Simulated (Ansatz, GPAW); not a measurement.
# Atomic orbitals against plane waves on 10 relaxed junctions

How near do orbital bases of three sizes come to a plane-wave transmission, and how do their times compare?

Set-up. GPAW 26.7.0 in a basis of numerical atomic orbitals with PAW setups; lead and junction are solved self-consistently in repeated cells 9 Å or more across, their Hamiltonian and overlap matrices go into Green's functions with semi-infinite leads (ASE), and T is the Landauer transmission at zero bias, at the junction cell's Fermi level, for one spin or as the mean of both where a run is spin-polarised. The reference is Ansatz 0.2.0 (plane waves, PAW datasets, transmission by matching layers) on the same cell, meshes and smearing; PBE throughout. sz: one function a shell; szp: with polarisation; dzp: two functions a shell with polarisation. All levels use the geometry relaxed with plane waves.

The runs side by side:

| junction | T, plane waves | dzp | szp | sz |
| --- | --- | --- | --- | --- |
| Ag chain with CO on top of one atom (rebuilt) | 0.967 | 0.968 | 0.981 | 0.984 |
| benzene-1,4-dithiol between two Cu chains (rebuilt) (short lead) | 0.96 | 0.977 | 0.845 | 0.363 |
| In chain with a Se atom on top of one atom (rebuilt) | 0.849 | 0.843 | 0.855 | 0.86 |
| furan-2,5-dithiol between two Ir chains (rebuilt) | 0.776 | 0.799 | 0.802 | 0.902 |
| pyrazine between two Ir chains (rebuilt) | 0.568 | 0.679 | 0.805 | 0.842 |
| Au chain with two C atoms in line (rebuilt) (short lead) | 0.363 | 0.402 | 0.346 | 0.354 |
| Li chain with two Cu atoms in line (rebuilt) | 0.288 | 0.349 | 0.358 | 0.335 |
| 1,4-diethynylbenzene between two Al chains (rebuilt) | 0.0544 | 0.0592 | 0.0844 | 0.0895 |
| ethane-1,2-dithiol between two Ag chains (rebuilt) | 3.0e−04 | 5.6e−04 | 6.8e−04 | 0.00128 |
| Li chain with an H atom bridging one bond (rebuilt) | 2.6e−04 | 0.0209 | 0.0311 | 0.213 |

**Answer.** Within 10 % of the plane-wave T lie 5 of 10 junctions in dzp, 4 of 10 junctions in szp and 3 of 10 junctions in sz. The median miss is 9.8 % (dzp), 18.1 % (szp) and 32.3 % (sz). The dzp basis is farthest off for Li chain with an H atom bridging one bond (rebuilt) (0.0209 against 2.6e−04). Each added layer of the basis lowers the median miss. In wall time on shared hosts the szp runs took a median 0.80 and the minimal basis 0.55 of the dzp time. For the 3 junctions with T under 0.1 dzp misses by a median 86 %, for the others by 3 %.

Caveats: The two programs also differ in their PAW data, so part of each miss isn't the basis. T at one energy is a hard test where a resonance or band edge lies near. Spin-orbit coupling is left out, which matters for the heavier atoms here. Junctions whose dzp lead is shut at the Fermi level or whose end layer misses the lead by over 0.25 eV were left out, as were those with T under 1e-4 or a step of over 50 meV between the plane-wave lead's periods. Short lead: that step is over 25 meV, more than the program accepts, so the reference itself is in doubt. Rebuilt: atoms moved over 0.6 Å on relaxing, so the name is that of the start and the chain may have broken.
